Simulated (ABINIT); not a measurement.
# BaLiF3 (Pm-3m): a self-consistent loop beyond G0W0, cycle by cycle, part 2 of 3

Aim: iterate the self-energy on BaLiF3 (Pm-3m) and follow the gap from cycle to cycle.

ABINIT 10.8.3; LDA and many-body steps on it, plane waves. Known limits of the many-body steps: not at the basis limit; no spin-orbit coupling; coarse k mesh.

So far. Step 5 (evGW0, cycle 1): Against G0W0 in ABINIT (2×2×2 mesh, 59 bands, screening to 106.1 eV, Godby-Needs plasmon pole), the gap moves by +0.631 eV. This first cycle still uses the starting levels; it takes the full correction, at all points of the mesh, and its linearised value is 10.007 eV. Step 6 (evGW0, cycle 2): Against the cycle before, the gap moves by −0.125 eV.

**7. evGW0, cycle 3**

Level of this step: evGW0 on LDA, plane waves, norm-conserving pseudopotentials (ABINIT).

Contents of run.abi:

```
acell 3*1.0 Angstrom
rprim 
  3.988581640000 0.000000000000 0.000000000000
  0.000000000000 3.988581640000 0.000000000000
  0.000000000000 0.000000000000 3.988581640000
ntypat 3
znucl 56 3 9
natom 5
typat 1 2 3 3 3
xred 
  0.000000000000 0.000000000000 0.000000000000
  0.500000000000 0.500000000000 0.500000000000
  0.000000000000 0.500000000000 0.500000000000
  0.500000000000 0.500000000000 0.000000000000
  0.500000000000 0.000000000000 0.500000000000
pp_dirpath "pseudos"
pseudos "Ba.upf, Li.upf, F.upf"
ecut 36
ngkpt 2 2 2
nshiftk 1
shiftk 0 0 0
kptopt 1
chksymbreak 0
istwfk *1
occopt 1
irdwfk 1
optdriver 4
nband 59
gwcalctyp 10
ecutsigx 36
symsigma 1
nkptgw 4
kptgw 
  0.0000000000 0.0000000000 0.0000000000
  0.5000000000 0.0000000000 0.0000000000
  0.5000000000 0.5000000000 0.0000000000
  0.5000000000 0.5000000000 0.5000000000
bdgw 
  6 26
  6 26
  6 26
  6 26
ecuteps 3.9
irdscr 1
ppmodel 1
irdqps 1
indata_prefix "in"
outdata_prefix "out"
tmpdata_prefix "tmp"
```

Launch:

```
$ OMP_NUM_THREADS=1 mpirun -n 4 abinit run.abi > log
```

The log of the run:

```text
.Version 10.8.3 of ABINIT. v10.8.2 released Aug 2026.

 Symmetries : space group Pm -3 m (#221); Bravais cP (primitive cubic)
[... echo of the input left out ...]
== DATASET  1 ==================================================================
-   mpi_nproc: 4, omp_nthreads: 1 (-1 if OMP is not activated)

--- !DatasetInfo
iteration_state: {dtset: 1, }
dimensions: {natom: 5, nkpt: 4, mband: 59, nsppol: 1, nspinor: 1, nspden: 1, mpw: 4468, }
cutoff_energies: {ecut:  36.0, pawecutdg:  -1.0, }
[...]
.  kptgw no:  2; Maximum DeltaE = (   0.005  -0.000) for band index: 20
.  kptgw no:  3; Maximum DeltaE = (   0.010   0.000) for band index: 20
.  kptgw no:  4; Maximum DeltaE = (   0.002  -0.000) for band index: 19

== END DATASET(S) ==============================================================
================================================================================

 -outvars: echo values of variables after computation  --------
           etotal      0.0000000000E+00
            nband          59
             nkpt           4
          spgroup         221
 [... the other variables as echoed above ...]

 Calculation completed.
```

It took 31 s on 4 MPI ranks of Arm Neoverse N1, shared host; peak memory 1.1 GiB; 2 min of CPU time.

Numbers from this step:

```
quasiparticle gap on the mesh                         : 10.51 eV
gap of the density functional on the mesh             : 6.550 eV
k of the valence top                                  : 0, 0, 0
k of the conduction bottom                            : 0, 0, 0
least direct quasiparticle gap on the computed points : 10.51 eV
```

Against the cycle before, the gap moves by −0.001 eV.

**8. Screening, 2×2×2 mesh, 59 bands, screening to 106.1 eV**

This step: RPA screening on LDA, plane waves, norm-conserving pseudopotentials.

run.abi: that of step 7 with these lines changed.

```diff
@@ -26,22 +26,13 @@
 irdwfk 1
-optdriver 4
+optdriver 3
 nband 59
+ecuteps 3.9
+inclvkb 2
+awtr 1
+symchi 1
 gwcalctyp 10
-ecutsigx 36
-symsigma 1
-nkptgw 4
-kptgw 
-  0.0000000000 0.0000000000 0.0000000000
-  0.5000000000 0.0000000000 0.0000000000
-  0.5000000000 0.5000000000 0.0000000000
-  0.5000000000 0.5000000000 0.5000000000
-bdgw 
-  6 26
-  6 26
-  6 26
-  6 26
-ecuteps 3.9
-irdscr 1
-ppmodel 1
-irdqps 1
+mbpt_sciss 4.160 eV
+nqptdm 1
+qptdm 
+  0 0 0
 indata_prefix "in"
```

The log of the run:

```text
.Version 10.8.3 of ABINIT. v10.8.2 released Aug 2026.

 Symmetries : space group Pm -3 m (#221); Bravais cP (primitive cubic)
[... echo of the input left out ...]
== DATASET  1 ==================================================================
-   mpi_nproc: 4, omp_nthreads: 1 (-1 if OMP is not activated)

--- !DatasetInfo
iteration_state: {dtset: 1, }
dimensions: {natom: 5, nkpt: 4, mband: 59, nsppol: 1, nspinor: 1, nspden: 1, mpw: 4468, }
cutoff_energies: {ecut:  36.0, pawecutdg:  -1.0, }
electrons: {nelect:   3.40000000E+01, charge:   0.00000000E+00, occopt:   1.00000000E+00, tsmear:   1.00000000E-02, }

 SCREENING: Calculation of the susceptibility and dielectric matrices

 Based on a program developped by R.W. Godby, V. Olevano, G. Onida, and L. Reining.
 Incorporated in ABINIT by V. Olevano, G.-M. Rignanese, and M. Torrent.
.Using double precision arithmetic ; gwpc =  8

[... cell and pseudopotentials left out ...]
--------------------------------------------------------------------------------

 ==== K-mesh for the wavefunctions ====
 Number of points in the irreducible wedge :     4
[... list of points left out ...]
 Together with 48 symmetry operations and time-reversal symmetry
 yields     8 points in the full Brillouin Zone.

 ==== Q-mesh for the screening function ====
 Number of points in the irreducible wedge :     4
[... list of points left out ...]
 Together with 48 symmetry operations and time-reversal symmetry
 yields     8 points in the full Brillouin Zone.

 setmesh: FFT mesh size selected  =    27x   27x   27
          total number of points  =        19683

 vcoul_init : cutoff-mode = AUXILIARY_FUNCTION
 q-points for optical limit:   1
     1)      0.000010    0.000020    0.000030

 Dielectric matrix will be calculated only for some
 selected q points provided by the user through the input variables
 nqptdm and qptdm

- screening: taking advantage of time-reversal symmetry
- Maximum band index for partially occupied states nbvw = 17
- Remaining bands to be divided among processors   nbcw = 42
- Number of bands treated by each node ~10

 rdqps: reading QP wavefunctions of the previous step
        looking for file in_QPS
 file not found, 1st iteration initialized with KS eigenelements

 screening : performing a first self-consistency
 update of the energies in W by a scissor operator
 applying a scissor operator of [eV] :   4.160

 Number of electrons calculated from density =   34.0000; Expected =   34.0000
 average of density, n =  0.079401
 r_s =    1.4433
 omega_plasma =   27.1812 [eV]

 calculating chi0 at frequencies [eV] :
  1    0.000000E+00    0.000000E+00
  2    0.000000E+00    2.718123E+01

--------------------------------------------------------------------------------
  q-point number  1        q = ( 0.000000, 0.000000, 0.000000) [r.l.u.]
--------------------------------------------------------------------------------
[... chi0 elements left out ...]
 For q-point:  0.000010 0.000020 0.000030
  dielectric constant =   2.2785
  dielectric constant without local fields =   2.4235

  Average fulfillment of the sum rule on Im[epsilon] for q-point    1 :     45.44  [%]
[... wings left out ...]
== END DATASET(S) ==============================================================
================================================================================

 -outvars: echo values of variables after computation  --------
           etotal      0.0000000000E+00
            nband          59
             nkpt           4
          spgroup         221
 [... the other variables as echoed above ...]

 Calculation completed.
```

It took 8 s on 4 MPI ranks; peak memory 0.51 GiB; 32 s of CPU time.

Numbers from this step:

```yaml
eps_infinity_with_local_fields_on_this_mesh_along_the_program_s_q_direction: 2.279
the_same_without_local_fields: 2.424
plasma_frequency: 27.18 eV
plane_waves_in_the_screening_matrix: 171
```

This screening uses the functional's bands under a rigid shift, the mean opening of the cycle before.

**9. Screening, 2×2×2 mesh, 59 bands, screening to 106.1 eV**

This step: RPA screening on LDA from quasiparticle energies, plane waves, norm-conserving pseudopotentials.

run.abi: that of step 8 with these lines changed.

```diff
@@ -32,7 +32,9 @@
 symchi 1
+irdqps 1
 gwcalctyp 10
-mbpt_sciss 4.160 eV
-nqptdm 1
+nqptdm 3
 qptdm 
-  0 0 0
+  0.5000000000 0.0000000000 0.0000000000
+  0.5000000000 0.5000000000 0.0000000000
+  0.5000000000 0.5000000000 0.5000000000
 indata_prefix "in"
```

Contents of mrgscr.stdin:

```
2
merged
q0_SCR
out_SCR
1
```

Launch:

```
$ OMP_NUM_THREADS=1 mpirun -n 4 abinit run.abi > log; mrgscr < mrgscr.stdin
```

The log of the run:

```text
.Version 10.8.3 of ABINIT. v10.8.2 released Aug 2026.

 Symmetries : space group Pm -3 m (#221); Bravais cP (primitive cubic)
[... echo of the input left out ...]
== DATASET  1 ==================================================================
-   mpi_nproc: 4, omp_nthreads: 1 (-1 if OMP is not activated)

--- !DatasetInfo
iteration_state: {dtset: 1, }
dimensions: {natom: 5, nkpt: 4, mband: 59, nsppol: 1, nspinor: 1, nspden: 1, mpw: 4468, }
cutoff_energies: {ecut:  36.0, pawecutdg:  -1.0, }
[...]
q-point number  1        q = ( 0.500000, 0.000000, 0.000000) [r.l.u.]
--------------------------------------------------------------------------------
[... chi0 elements left out ...]
  Average fulfillment of the sum rule on Im[epsilon] for q-point    2 :     56.27  [%]

--------------------------------------------------------------------------------
  q-point number  2        q = ( 0.500000, 0.500000, 0.000000) [r.l.u.]
--------------------------------------------------------------------------------
[... chi0 elements left out ...]
  Average fulfillment of the sum rule on Im[epsilon] for q-point    3 :     52.55  [%]

 [... 1 further q-points ...]
```

The job ended after 6.5 s (4 MPI ranks; peak memory 0.46 GiB; 26 s of CPU time).

This step gave:

* plasma frequency: 27.18 eV
* plane waves in the screening matrix: 171

This screening reads the quasiparticle levels of the cycle before.

**10. evGW, cycle 1**

This step: evGW on LDA, plane waves, norm-conserving pseudopotentials.

run.abi: that of step 9 with these lines changed.

```diff
@@ -26,12 +26,10 @@
 irdwfk 1
-optdriver 3
+optdriver 4
 nband 59
-ecuteps 3.9
-inclvkb 2
-awtr 1
-symchi 1
-irdqps 1
 gwcalctyp 10
-nqptdm 3
-qptdm 
+ecutsigx 36
+symsigma 1
+nkptgw 4
+kptgw 
+  0.0000000000 0.0000000000 0.0000000000
   0.5000000000 0.0000000000 0.0000000000
@@ -39,2 +37,11 @@
   0.5000000000 0.5000000000 0.5000000000
+bdgw 
+  6 26
+  6 26
+  6 26
+  6 26
+ecuteps 3.9
+irdscr 1
+ppmodel 1
+irdqps 1
 indata_prefix "in"
```

Launch:

```
$ OMP_NUM_THREADS=1 mpirun -n 4 abinit run.abi > log
```

The log of the run:

```text
.Version 10.8.3 of ABINIT. v10.8.2 released Aug 2026.

 Symmetries : space group Pm -3 m (#221); Bravais cP (primitive cubic)
[... echo of the input left out ...]
== DATASET  1 ==================================================================
-   mpi_nproc: 4, omp_nthreads: 1 (-1 if OMP is not activated)

--- !DatasetInfo
iteration_state: {dtset: 1, }
dimensions: {natom: 5, nkpt: 4, mband: 59, nsppol: 1, nspinor: 1, nspden: 1, mpw: 4468, }
cutoff_energies: {ecut:  36.0, pawecutdg:  -1.0, }
[...]
.  kptgw no:  2; Maximum DeltaE = (   0.382   0.000) for band index:  4
.  kptgw no:  3; Maximum DeltaE = (   0.348   0.000) for band index:  5
.  kptgw no:  4; Maximum DeltaE = (   0.334  -0.000) for band index:  4

== END DATASET(S) ==============================================================
================================================================================

 -outvars: echo values of variables after computation  --------
           etotal      0.0000000000E+00
            nband          59
             nkpt           4
          spgroup         221
 [... the other variables as echoed above ...]

 Calculation completed.
```

The job ended after 30 s (4 MPI ranks; peak memory 1.1 GiB).

This step gave:

```yaml
quasiparticle_gap_on_the_mesh: 11.33 eV
gap_of_the_density_functional_on_the_mesh: 6.550 eV
k_of_the_valence_top: 0, 0, 0
k_of_the_conduction_bottom: 0, 0, 0
least_direct_quasiparticle_gap_on_the_computed_points: 11.33 eV
```

Against G0W0 in ABINIT (2×2×2 mesh, 59 bands, screening to 106.1 eV, Godby-Needs plasmon pole), the gap moves by +1.321 eV.

**11. Screening, 2×2×2 mesh, 59 bands, screening to 106.1 eV**

This step: RPA screening on LDA, plane waves, norm-conserving pseudopotentials.

run.abi: that of step 10 with these lines changed.

```diff
@@ -26,22 +26,13 @@
 irdwfk 1
-optdriver 4
+optdriver 3
 nband 59
+ecuteps 3.9
+inclvkb 2
+awtr 1
+symchi 1
 gwcalctyp 10
-ecutsigx 36
-symsigma 1
-nkptgw 4
-kptgw 
-  0.0000000000 0.0000000000 0.0000000000
-  0.5000000000 0.0000000000 0.0000000000
-  0.5000000000 0.5000000000 0.0000000000
-  0.5000000000 0.5000000000 0.5000000000
-bdgw 
-  6 26
-  6 26
-  6 26
-  6 26
-ecuteps 3.9
-irdscr 1
-ppmodel 1
-irdqps 1
+mbpt_sciss 4.992 eV
+nqptdm 1
+qptdm 
+  0 0 0
 indata_prefix "in"
```

The log of the run:

```text
.Version 10.8.3 of ABINIT. v10.8.2 released Aug 2026.

 Symmetries : space group Pm -3 m (#221); Bravais cP (primitive cubic)
[... echo of the input left out ...]
== DATASET  1 ==================================================================
-   mpi_nproc: 4, omp_nthreads: 1 (-1 if OMP is not activated)

--- !DatasetInfo
iteration_state: {dtset: 1, }
dimensions: {natom: 5, nkpt: 4, mband: 59, nsppol: 1, nspinor: 1, nspden: 1, mpw: 4468, }
cutoff_energies: {ecut:  36.0, pawecutdg:  -1.0, }
[...]
[... chi0 elements left out ...]
 For q-point:  0.000010 0.000020 0.000030
  dielectric constant =   2.2227
  dielectric constant without local fields =   2.3587

  Average fulfillment of the sum rule on Im[epsilon] for q-point    1 :     46.65  [%]
[... wings left out ...]
== END DATASET(S) ==============================================================
================================================================================

 -outvars: echo values of variables after computation  --------
           etotal      0.0000000000E+00
            nband          59
             nkpt           4
          spgroup         221
 [... the other variables as echoed above ...]

 Calculation completed.
```

Wall time 8 s (4 MPI ranks); peak memory 0.51 GiB.

This step gave:

```yaml
eps_infinity_with_local_fields_on_this_mesh_along_the_program_s_q_direction: 2.223
the_same_without_local_fields: 2.359
plasma_frequency: 27.18 eV
plane_waves_in_the_screening_matrix: 171
```

This screening uses the functional's bands under a rigid shift, the mean opening of the cycle before.

**12. Screening, 2×2×2 mesh, 59 bands, screening to 106.1 eV**

This step: RPA screening on LDA from quasiparticle energies, plane waves, norm-conserving pseudopotentials.

run.abi: that of step 11 with these lines changed.

```diff
@@ -32,7 +32,9 @@
 symchi 1
+irdqps 1
 gwcalctyp 10
-mbpt_sciss 4.992 eV
-nqptdm 1
+nqptdm 3
 qptdm 
-  0 0 0
+  0.5000000000 0.0000000000 0.0000000000
+  0.5000000000 0.5000000000 0.0000000000
+  0.5000000000 0.5000000000 0.5000000000
 indata_prefix "in"
```

mrgscr.stdin is that of step 9.

Launch:

```
$ OMP_NUM_THREADS=1 mpirun -n 4 abinit run.abi > log; mrgscr < mrgscr.stdin
```

The log of the run:

```text
.Version 10.8.3 of ABINIT. v10.8.2 released Aug 2026.

 Symmetries : space group Pm -3 m (#221); Bravais cP (primitive cubic)
[... echo of the input left out ...]
== DATASET  1 ==================================================================
-   mpi_nproc: 4, omp_nthreads: 1 (-1 if OMP is not activated)

--- !DatasetInfo
iteration_state: {dtset: 1, }
dimensions: {natom: 5, nkpt: 4, mband: 59, nsppol: 1, nspinor: 1, nspden: 1, mpw: 4468, }
cutoff_energies: {ecut:  36.0, pawecutdg:  -1.0, }
[...]
q-point number  1        q = ( 0.500000, 0.000000, 0.000000) [r.l.u.]
--------------------------------------------------------------------------------
[... chi0 elements left out ...]
  Average fulfillment of the sum rule on Im[epsilon] for q-point    2 :     57.60  [%]

--------------------------------------------------------------------------------
  q-point number  2        q = ( 0.500000, 0.500000, 0.000000) [r.l.u.]
--------------------------------------------------------------------------------
[... chi0 elements left out ...]
  Average fulfillment of the sum rule on Im[epsilon] for q-point    3 :     53.68  [%]

 [... 1 further q-points ...]
```

Run time: 6.6 s. Hardware: 4 MPI ranks; peak memory 0.46 GiB.

Numbers from this step:

| Property | Result |
| --- | --- |
| plasma frequency | 27.18 eV |
| plane waves in the screening matrix | 171 |

This screening reads the quasiparticle levels of the cycle before.

**13. evGW, cycle 2**

This step: evGW on LDA, plane waves, norm-conserving pseudopotentials.

run.abi: that of step 12 with these lines changed.

```diff
@@ -26,12 +26,10 @@
 irdwfk 1
-optdriver 3
+optdriver 4
 nband 59
-ecuteps 3.9
-inclvkb 2
-awtr 1
-symchi 1
-irdqps 1
 gwcalctyp 10
-nqptdm 3
-qptdm 
+ecutsigx 36
+symsigma 1
+nkptgw 4
+kptgw 
+  0.0000000000 0.0000000000 0.0000000000
   0.5000000000 0.0000000000 0.0000000000
@@ -39,2 +37,11 @@
   0.5000000000 0.5000000000 0.5000000000
+bdgw 
+  6 26
+  6 26
+  6 26
+  6 26
+ecuteps 3.9
+irdscr 1
+ppmodel 1
+irdqps 1
 indata_prefix "in"
```

Launch:

```
$ OMP_NUM_THREADS=1 mpirun -n 4 abinit run.abi > log
```

The log of the run:

```text
.Version 10.8.3 of ABINIT. v10.8.2 released Aug 2026.

 Symmetries : space group Pm -3 m (#221); Bravais cP (primitive cubic)
[... echo of the input left out ...]
== DATASET  1 ==================================================================
-   mpi_nproc: 4, omp_nthreads: 1 (-1 if OMP is not activated)

--- !DatasetInfo
iteration_state: {dtset: 1, }
dimensions: {natom: 5, nkpt: 4, mband: 59, nsppol: 1, nspinor: 1, nspden: 1, mpw: 4468, }
cutoff_energies: {ecut:  36.0, pawecutdg:  -1.0, }
[...]
.  kptgw no:  2; Maximum DeltaE = (  -0.041  -0.000) for band index:  8
.  kptgw no:  3; Maximum DeltaE = (  -0.068  -0.000) for band index: 11
.  kptgw no:  4; Maximum DeltaE = (   0.035  -0.000) for band index:  4

== END DATASET(S) ==============================================================
================================================================================

 -outvars: echo values of variables after computation  --------
           etotal      0.0000000000E+00
            nband          59
             nkpt           4
          spgroup         221
 [... the other variables as echoed above ...]

 Calculation completed.
```

Elapsed: 30 s, on 4 MPI ranks; peak memory 1.1 GiB.

This step gave:

```yaml
quasiparticle_gap_on_the_mesh: 11.44 eV
gap_of_the_density_functional_on_the_mesh: 6.550 eV
k_of_the_valence_top: 0, 0, 0
k_of_the_conduction_bottom: 0, 0, 0
least_direct_quasiparticle_gap_on_the_computed_points: 11.44 eV
```

Against the cycle before, the gap moves by +0.115 eV.

**14. Screening, 2×2×2 mesh, 59 bands, screening to 106.1 eV**

This step: RPA screening on LDA, plane waves, norm-conserving pseudopotentials.

run.abi: that of step 13 with these lines changed.

```diff
@@ -26,22 +26,13 @@
 irdwfk 1
-optdriver 4
+optdriver 3
 nband 59
+ecuteps 3.9
+inclvkb 2
+awtr 1
+symchi 1
 gwcalctyp 10
-ecutsigx 36
-symsigma 1
-nkptgw 4
-kptgw 
-  0.0000000000 0.0000000000 0.0000000000
-  0.5000000000 0.0000000000 0.0000000000
-  0.5000000000 0.5000000000 0.0000000000
-  0.5000000000 0.5000000000 0.5000000000
-bdgw 
-  6 26
-  6 26
-  6 26
-  6 26
-ecuteps 3.9
-irdscr 1
-ppmodel 1
-irdqps 1
+mbpt_sciss 5.104 eV
+nqptdm 1
+qptdm 
+  0 0 0
 indata_prefix "in"
```

The log of the run:

```text
.Version 10.8.3 of ABINIT. v10.8.2 released Aug 2026.

 Symmetries : space group Pm -3 m (#221); Bravais cP (primitive cubic)
[... echo of the input left out ...]
== DATASET  1 ==================================================================
-   mpi_nproc: 4, omp_nthreads: 1 (-1 if OMP is not activated)

--- !DatasetInfo
iteration_state: {dtset: 1, }
dimensions: {natom: 5, nkpt: 4, mband: 59, nsppol: 1, nspinor: 1, nspden: 1, mpw: 4468, }
cutoff_energies: {ecut:  36.0, pawecutdg:  -1.0, }
[...]
[... chi0 elements left out ...]
 For q-point:  0.000010 0.000020 0.000030
  dielectric constant =   2.2156
  dielectric constant without local fields =   2.3505

  Average fulfillment of the sum rule on Im[epsilon] for q-point    1 :     46.82  [%]
[... wings left out ...]
== END DATASET(S) ==============================================================
================================================================================

 -outvars: echo values of variables after computation  --------
           etotal      0.0000000000E+00
            nband          59
             nkpt           4
          spgroup         221
 [... the other variables as echoed above ...]

 Calculation completed.
```

The job ended after 8 s (4 MPI ranks; peak memory 0.51 GiB; 32 s of CPU time).

Numbers from this step:

```
ε∞ with local fields, on this mesh, along the program's q direction : 2.216
the same without local fields                                       : 2.350
plasma frequency                                                    : 27.18 eV
plane waves in the screening matrix                                 : 171
```

This screening uses the functional's bands under a rigid shift, the mean opening of the cycle before.

(Part 2 of 3 ends here.)

[Paths, hosts, dates, memory and timing lines, banners, echoed tables and standing remarks are left out of the program output.]

[Logs are printed without paths, hosts, clocks, repeated set-up lines and the standing remarks that a program may print on its own settings, such as how far it seeks lower states.]

[Runs of the session that timed out or met a known fault of the program may be left out.]

[Hosts, paths, dates, database ids (printed as entryN), source tags and the programs' standing remarks are cut or masked in the printed files.]

[G0W0 gaps are taken among the corrected bands and points alone; a level outside them can change the order at an edge.]

[Where Ansatz stands beside ABINIT at settings called matched, ABINIT's density can come from a denser mesh and the files from another edition; pairs whose starting gaps differed by over 0.03 eV were left out, so agreement reads better than it is.]
